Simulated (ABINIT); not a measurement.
# CrF6 (R-3): changed settings of a GW run in ABINIT, part 2 of 2

What do changed inputs do to GW on CrF6 (R-3)?

ABINIT 10.8.3; LDA and many-body steps on it, plane waves. Known limits of the many-body steps: not at the basis limit; no spin polarisation; d states lean on the start; coarse k mesh.

So far. Step 2 (Screening, 2×2×2 mesh, 57 bands, screening to 87.1 eV): Local fields lower ε∞ by 46 %. On a Γ-centred mesh this coarse the value itself is usually too large, while a short band sum pulls it down. Step 3 (Base): The gap on the mesh goes from 1.90 eV to 4.98 eV, a correction of +3.08 eV.

## Step 6: Scissors in G

Level of this step: G0W0 on LDA, plane waves, norm-conserving pseudopotentials (ABINIT).

run.abi

```
acell 3*1.0 Angstrom
rprim 
  2.402403871812 1.387028522093 4.369215055800
  -2.402403871812 1.387028522093 4.369215055800
  0.000000000000 -2.774057044186 4.369215055800
ntypat 2
znucl 24 9
natom 7
typat 1 2 2 2 2 2 2
xred 
  0.000000000000 0.000000000000 0.000000000000
  0.368598720000 0.081843300000 0.779004130000
  0.081843300000 0.779004130000 0.368598720000
  0.220995870000 0.631401280000 0.918156700000
  0.918156700000 0.220995870000 0.631401280000
  0.631401280000 0.918156700000 0.220995870000
  0.779004130000 0.368598720000 0.081843300000
pp_dirpath "pseudos"
pseudos "Cr.upf, F.upf"
ecut 43
ngkpt 2 2 2
nshiftk 1
shiftk 0 0 0
kptopt 1
chksymbreak 0
istwfk *1
occopt 1
irdwfk 1
optdriver 4
nband 57
gwcalctyp 0
ecutsigx 43
symsigma 1
nkptgw 2
kptgw 
  0.5000000000 0.5000000000 0.0000000000
  0.0000000000 0.0000000000 0.0000000000
bdgw 
  27 30
  27 31
ecuteps 3.2
irdscr 1
ppmodel 1
mbpt_sciss 0.5 eV
indata_prefix "in"
outdata_prefix "out"
tmpdata_prefix "tmp"
```

Launch:

```console
OMP_NUM_THREADS=1 mpirun -n 4 abinit run.abi > log
```

Output:

```text
.Version 10.8.3 of ABINIT. v10.8.2 released Aug 2026.

 Symmetries : space group R-3 (#148); Bravais hR (rhombohedral)
[... echo of the input left out ...]
== DATASET  1 ==================================================================
-   mpi_nproc: 4, omp_nthreads: 1 (-1 if OMP is not activated)

--- !DatasetInfo
iteration_state: {dtset: 1, }
dimensions: {natom: 7, nkpt: 4, mband: 57, nsppol: 1, nspinor: 1, nspden: 1, mpw: 7993, }
cutoff_energies: {ecut:  43.0, pawecutdg:  -1.0, }
electrons: {nelect:   5.60000000E+01, charge:   0.00000000E+00, occopt:   1.00000000E+00, tsmear:   1.00000000E-02, }

 SIGMA: Calculation of the GW corrections

 Based on a program developped by R.W. Godby, V. Olevano, G. Onida, and L. Reining.
 Incorporated in ABINIT by V. Olevano, G.-M. Rignanese, and M. Torrent.
.Using double precision arithmetic ; gwpc =  8

[... cell and pseudopotentials left out ...]
--------------------------------------------------------------------------------

 ==== K-mesh for the wavefunctions ====
 Number of points in the irreducible wedge :     4
[... list of points left out ...]
 Together with  6 symmetry operations and time-reversal symmetry
 yields     8 points in the full Brillouin Zone.

 ==== Q-mesh for screening function ====
 Number of points in the irreducible wedge :     4
[... list of points left out ...]
 Together with  6 symmetry operations and time-reversal symmetry
 yields     8 points in the full Brillouin Zone.

 vcoul_init : cutoff-mode = AUXILIARY_FUNCTION
 q-points for optical limit:   1
     1)      0.000010    0.000020    0.000030
 setmesh: FFT mesh size selected  =    60x   60x   60
          total number of points  =       216000

 Number of electrons calculated from density =   56.0000; Expected =   56.0000
[...]
max omega for Sigma on real axis  [eV]           0.00
 zcut for avoiding poles [eV]                     0.10
 scissor energy [eV]                              0.50

 EPSILON^-1 parameters (SCR file):
 dimension of the eps^-1 matrix on file            169
 dimension of the eps^-1 matrix used               169
 number of plane-waves for wavefunctions          7993
 number of bands                                    57
 number of q-points in IBZ                           4
 number of frequencies                               2
 number of real frequencies                          1
 number of imag frequencies                          1

 matrix elements of self-energy operator (all in [eV])

 Perturbative Calculation

--- !SelfEnergy_ee
iteration_state: {dtset: 1, }
kpoint     : [   0.500,    0.500,    0.000, ]
spin       : 1
KS_gap     :    1.956
QP_gap     :    5.127
Delta_QP_KS:    3.171
data: !SigmaeeData |
     Band     E0 <VxcDFT>   SigX SigC(E0)      Z dSigC/dE  Sig(E)    E-E0       E
       27  -3.028 -22.826 -29.685   6.283   0.720  -0.389 -23.241  -0.415  -3.443
       28  -2.883 -23.070 -29.912   6.258   0.721  -0.387 -23.491  -0.421  -3.304
       29  -0.927 -24.815 -18.495  -2.785   0.742  -0.348 -22.064   2.751   1.824
[...]
--- !SelfEnergy_ee
iteration_state: {dtset: 1, }
kpoint     : [   0.000,    0.000,    0.000, ]
spin       : 1
KS_gap     :    2.100
QP_gap     :    5.249
Delta_QP_KS:    3.149
data: !SigmaeeData |
     Band     E0 <VxcDFT>   SigX SigC(E0)      Z dSigC/dE  Sig(E)    E-E0       E
[...]
30  -0.771 -25.107 -19.040  -2.550   0.739  -0.354 -22.378   2.729   1.957
       31  -0.771 -25.107 -19.040  -2.550   0.739  -0.354 -22.378   2.729   1.957

== END DATASET(S) ==============================================================
================================================================================

 -outvars: echo values of variables after computation  --------
           etotal      0.0000000000E+00
            nband          57
             nkpt           4
          spgroup         148
 [... the other variables as echoed above ...]

 Calculation completed.
```

Wall time 8.7 s (4 MPI ranks of Arm Neoverse N1, shared host); peak memory 0.8 GiB.

Numbers from this step:

```
G0W0 gap on the points computed              : 5.073 eV
starting gap on the mesh                     : 1.899 eV
k of the valence top                         : 0.5, 0.5, 0
k of the conduction bottom                   : 0, 0, 0
Z at the valence top                         : 0.721
Z at the conduction bottom                   : 0.742
least direct G0W0 gap on the computed points : 5.128 eV
```

## Step 7: Broadening of the poles

run.abi: that of step 6 with these lines changed.

```diff
@@ -43,3 +43,3 @@
 ppmodel 1
-mbpt_sciss 0.5 eV
+zcut 0.01 eV
 indata_prefix "in"
```

Output:

```text
.Version 10.8.3 of ABINIT. v10.8.2 released Aug 2026.

 Symmetries : space group R-3 (#148); Bravais hR (rhombohedral)
[... echo of the input left out ...]
== DATASET  1 ==================================================================
-   mpi_nproc: 4, omp_nthreads: 1 (-1 if OMP is not activated)

--- !DatasetInfo
iteration_state: {dtset: 1, }
dimensions: {natom: 7, nkpt: 4, mband: 57, nsppol: 1, nspinor: 1, nspden: 1, mpw: 7993, }
cutoff_energies: {ecut:  43.0, pawecutdg:  -1.0, }
[...]
Band     E0 <VxcDFT>   SigX SigC(E0)      Z dSigC/dE  Sig(E)    E-E0       E
[...]
30  -0.771 -25.107 -19.040  -2.499   0.734  -0.363 -22.489   2.618   1.846
       31  -0.771 -25.107 -19.040  -2.499   0.734  -0.363 -22.489   2.618   1.846

== END DATASET(S) ==============================================================
================================================================================

 -outvars: echo values of variables after computation  --------
           etotal      0.0000000000E+00
            nband          57
             nkpt           4
          spgroup         148
 [... the other variables as echoed above ...]

 Calculation completed.
```

It took 8.6 s on 4 MPI ranks; peak memory 0.8 GiB.

This step gave:

* G0W0 gap on the points computed: 4.981 eV
* starting gap on the mesh: 1.899 eV
* k of the valence top: 0.5, 0.5, 0
* k of the conduction bottom: 0, 0, 0
* least direct G0W0 gap on the computed points: 5.035 eV

Against G0W0 in ABINIT (2×2×2 mesh, 57 bands, screening to 87.1 eV, Godby-Needs plasmon pole), the gap moves by +0.000 eV.

## Step 8: Another k mesh than the file's

run.abi: that of step 7 with these lines changed.

```diff
@@ -20,3 +20,3 @@
 ecut 43
-ngkpt 2 2 2
+ngkpt 3 3 3
 nshiftk 1
@@ -43,3 +43,2 @@
 ppmodel 1
-zcut 0.01 eV
 indata_prefix "in"
```

Output:

```text
.Version 10.8.3 of ABINIT. v10.8.2 released Aug 2026.

 Symmetries : space group R-3 (#148); Bravais hR (rhombohedral)
================================================================================
 Values of the parameters that define the memory need of the present run
     intxc =       0    ionmov =       0      iscf =       7    lmnmax =       6
     lnmax =       6     mgfft =      60  mpssoang =       3    mqgrid =    3001
     natom =       7  nloc_mem =       1    nspden =       1   nspinor =       1
    nsppol =       1      nsym =       6    n1xccc =    2501    ntypat =       2
    occopt =       1   xclevel =       1
-    mband =          57        mffmem =           1         mkmem =           2
       mpw =        7993          nfft =      216000          nkpt =           6
================================================================================
  Rough estimation (10% accuracy) of disk space for files :
================================================================================

--------------------------------------------------------------------------------
------------- Echo of variables that govern the present computation ------------
--------------------------------------------------------------------------------
 -outvars: echo values of preprocessed input variables --------
            acell      1.8897261259E+00  1.8897261259E+00  1.8897261259E+00 Bohr

             bdgw          27      30      27      31
      chksymbreak           0
             ecut      4.30000000E+01 Hartree
          ecuteps      3.20000000E+00 Hartree
         ecutsigx      4.30000000E+01 Hartree
          ecutwfn      4.30000000E+01 Hartree
-          fftalg         312
           irdscr           1
           irdwfk           1

[...]
.Using double precision arithmetic ; gwpc =  8

 Real(R)+Recip(G) space primitive vectors, cartesian coordinates (Bohr,Bohr^-1):
 R(1)=  4.5398854  2.6211040  8.2566198  G(1)=  0.1101349  0.0635864  0.0403716
 R(2)= -4.5398854  2.6211040  8.2566198  G(2)= -0.1101349  0.0635864  0.0403716
 R(3)=  0.0000000 -5.2422081  8.2566198  G(3)=  0.0000000 -0.1271729  0.0403716
 Unit cell volume ucvol=  5.8949847E+02 bohr^3
 Angles (23,13,12)=  5.53157509E+01  5.53157509E+01  5.53157509E+01 degrees

--- Pseudopotential description ------------------------------------------------
- Cr Generated using ONCVPSP code by D. R. Hamann
- 24.00000  14.00000  180309                  znucl, zion, pspdat
12 -1012 2 -1 1600                            pspcod,pspxc,lmax,lloc,mmax
     nproj     2     2     2
  pspatm : epsatm=   17.33785481
         --- l  ekb(1:nproj) -->
[...]
pspatm: atomic psp has been read  and splines computed

- F Generated using ONCVPSP code by D. R. Hamann
-  9.00000   7.00000  201202                  znucl, zion, pspdat
12 -1012 2 -1 824                             pspcod,pspxc,lmax,lloc,mmax
     nproj     2     2     1
  pspatm : epsatm=    4.94580260
         --- l  ekb(1:nproj) -->
             0    6.487052    1.061847
             1   -4.029087   -1.312559
             2   -2.364936
 pspatm: atomic psp has been read  and splines computed

   2.63270954E+03                                ecore*ucvol(ha*bohr**3)
--------------------------------------------------------------------------------

--- !ERROR
message: |
    Cannot continue, basic dimensions/parameters reported in the header do not agree with input file.
    Check consistency between the content of the WFK external file and the input file.

--- !ERROR
message: |
    Cannot continue, basic dimensions/parameters reported in the header do not agree with input file.
    Check consistency between the content of the WFK external file and the input file.

--- from the log ---
Cannot continue, basic dimensions/parameters reported in the header do not agree with input file.
    Check consistency between the content of the WFK external file and the input file.
```

It took 2.7 s on 4 MPI ranks; peak memory 0.06 GiB.

The run stopped with an error after 2.7 s.

The program's words: Cannot continue, basic dimensions/parameters reported in the header do not agree with input file. Check consistency between the content of the WFK external file and the input file.

The fault put into this input: another k mesh than the file's.

## Step 9: Point off the mesh

run.abi: that of step 8 with these lines changed.

```diff
@@ -20,3 +20,3 @@
 ecut 43
-ngkpt 3 3 3
+ngkpt 2 2 2
 nshiftk 1
@@ -33,9 +33,7 @@
 symsigma 1
-nkptgw 2
+nkptgw 1
 kptgw 
-  0.5000000000 0.5000000000 0.0000000000
-  0.0000000000 0.0000000000 0.0000000000
+  0.137 0.291 0
 bdgw 
-  27 30
-  27 31
+  28 29
 ecuteps 3.2
```

Output:

```text
.Version 10.8.3 of ABINIT. v10.8.2 released Aug 2026.

 Symmetries : space group R-3 (#148); Bravais hR (rhombohedral)
================================================================================
 Values of the parameters that define the memory need of the present run
     intxc =       0    ionmov =       0      iscf =       7    lmnmax =       6
     lnmax =       6     mgfft =      60  mpssoang =       3    mqgrid =    3001
     natom =       7  nloc_mem =       1    nspden =       1   nspinor =       1
    nsppol =       1      nsym =       6    n1xccc =    2501    ntypat =       2
    occopt =       1   xclevel =       1
-    mband =          57        mffmem =           1         mkmem =           1
       mpw =        7993          nfft =      216000          nkpt =           4
================================================================================
  Rough estimation (10% accuracy) of disk space for files :
================================================================================

--------------------------------------------------------------------------------
------------- Echo of variables that govern the present computation ------------
--------------------------------------------------------------------------------
 -outvars: echo values of preprocessed input variables --------
            acell      1.8897261259E+00  1.8897261259E+00  1.8897261259E+00 Bohr

             bdgw          28      29
      chksymbreak           0
             ecut      4.30000000E+01 Hartree
          ecuteps      3.20000000E+00 Hartree
         ecutsigx      4.30000000E+01 Hartree
          ecutwfn      4.30000000E+01 Hartree
-          fftalg         312
           irdscr           1
           irdwfk           1

              ixc       -1012
[...]
--- Pseudopotential description ------------------------------------------------
- Cr Generated using ONCVPSP code by D. R. Hamann
- 24.00000  14.00000  180309                  znucl, zion, pspdat
12 -1012 2 -1 1600                            pspcod,pspxc,lmax,lloc,mmax
     nproj     2     2     2
  pspatm : epsatm=   17.33785481
         --- l  ekb(1:nproj) -->
[...]
pspatm: atomic psp has been read  and splines computed

- F Generated using ONCVPSP code by D. R. Hamann
-  9.00000   7.00000  201202                  znucl, zion, pspdat
12 -1012 2 -1 824                             pspcod,pspxc,lmax,lloc,mmax
     nproj     2     2     1
  pspatm : epsatm=    4.94580260
         --- l  ekb(1:nproj) -->
             0    6.487052    1.061847
             1   -4.029087   -1.312559
             2   -2.364936
 pspatm: atomic psp has been read  and splines computed

   2.63270954E+03                                ecore*ucvol(ha*bohr**3)
--------------------------------------------------------------------------------

 ==== K-mesh for the wavefunctions ====
 Number of points in the irreducible wedge :     4
 Reduced coordinates and weights :

     1)     0.00000000E+00  0.00000000E+00  0.00000000E+00       0.12500
     2)     5.00000000E-01  0.00000000E+00  0.00000000E+00       0.37500
     3)     5.00000000E-01  5.00000000E-01  0.00000000E+00       0.37500
     4)     5.00000000E-01  5.00000000E-01  5.00000000E-01       0.12500

 Together with  6 symmetry operations and time-reversal symmetry
 yields     8 points in the full Brillouin Zone.

--- !ERROR
message: |
    k-point [ 1.3700E-01,  2.9100E-01,  0.0000E+00]  not in the list of k points treated in the preparatory SCF run.
     Change kptgw, or shiftk of previous run.

--- !ERROR
message: |
    k-point [ 1.3700E-01,  2.9100E-01,  0.0000E+00]  not in the list of k points treated in the preparatory SCF run.
     Change kptgw, or shiftk of previous run.

--- from the log ---
k-point [ 1.3700E-01,  2.9100E-01,  0.0000E+00]  not in the list of k points treated in the preparatory SCF run.
     Change kptgw, or shiftk of previous run.
```

Wall time 2.7 s (4 MPI ranks); peak memory 0.06 GiB.

The run stopped with an error after 2.7 s.

The program's words: k-point [ 1.3700E-01,  2.9100E-01,  0.0000E+00]  not in the list of k points treated in the preparatory SCF run. Change kptgw, or shiftk of previous run.

The fault put into this input: point off the mesh.

## Step 10: The runs together

Times are wall times on 4 MPI ranks of Arm Neoverse N1, shared host, good to a factor of about two. A run's time includes the screening step that it read.

| run | mesh | bands | screening cutoff (eV) | DFT gap (eV) | gap on the mesh (eV) | direct (eV) | ε∞ used | time |
| --- | --- | --- | --- | --- | --- | --- | --- | --- |
| base | 2×2×2 | 57 | 87.1 | 1.899 | 4.981 | 5.036 | 3.45 | 30 s |
| smaller part of the screening matrix | 2×2×2 | 57 | 21.8 | 1.899 | 7.825 | 7.825 | 3.45 | 28 s |
| fewer bands in the self-energy | 2×2×2 | 38 | 87.1 | 1.899 | 5.012 | 5.080 | 3.45 | 31 s |
| scissors in G | 2×2×2 | 57 | 87.1 | 1.899 | 5.073 | 5.128 | 3.45 | 31 s |
| broadening of the poles | 2×2×2 | 57 | 87.1 | 1.899 | 4.981 | 5.035 | 3.45 | 30 s |

## Step 11: Summary of results

| Property | Result |
| --- | --- |
| base | 4.981 eV |
| smaller part of the screening matrix | 7.825 eV |
| fewer bands in the self-energy | 5.012 eV |
| scissors in G | 5.073 eV |
| broadening of the poles | 4.981 eV |
| known limits | not at the basis limit; no spin polarisation; d states lean on the start; coarse k mesh |

In words: Smaller part of the screening matrix: +2.844 eV against base (keys changed: ecuteps). Fewer bands in the self-energy: +0.031 eV against base (keys changed: nband). Scissors in G: +0.092 eV against base (keys changed: mbpt_sciss). Broadening of the poles: no change against base (keys changed: zcut). Bands and cutoff are finite, so the gap is not at the basis limit. The miss can reach some tenths of an eV and take either sign; the mesh is an error of its own. In the G0W0 runs levels were corrected at 2 k points alone, so a gap called «on the mesh» is the least over those, and an edge elsewhere would be missed. The 2×2×2 mesh is coarse for this cell, which bears on the long-range parts of exchange and screening. The runs have no spin polarisation. For a closed low-spin shell that is the natural state; where a d or f shell is open it is a constraint, and the gap is then not the crystal's own. With d states at the gap, one-shot GW leans hard on its start.

[Paths, hosts, dates, memory and timing lines, banners, echoed tables and standing remarks are left out of the program output.]

[Logs are printed without paths, hosts, clocks, repeated set-up lines and the standing remarks that a program may print on its own settings, such as how far it seeks lower states.]

[Runs of the session that timed out or met a known fault of the program may be left out.]

[Hosts, paths, dates, database ids (printed as entryN), source tags and the programs' standing remarks are cut or masked in the printed files.]

[G0W0 gaps are taken among the corrected bands and points alone; a level outside them can change the order at an edge.]

[Where Ansatz stands beside ABINIT at settings called matched, ABINIT's density can come from a denser mesh and the files from another edition; pairs whose starting gaps differed by over 0.03 eV were left out, so agreement reads better than it is.]
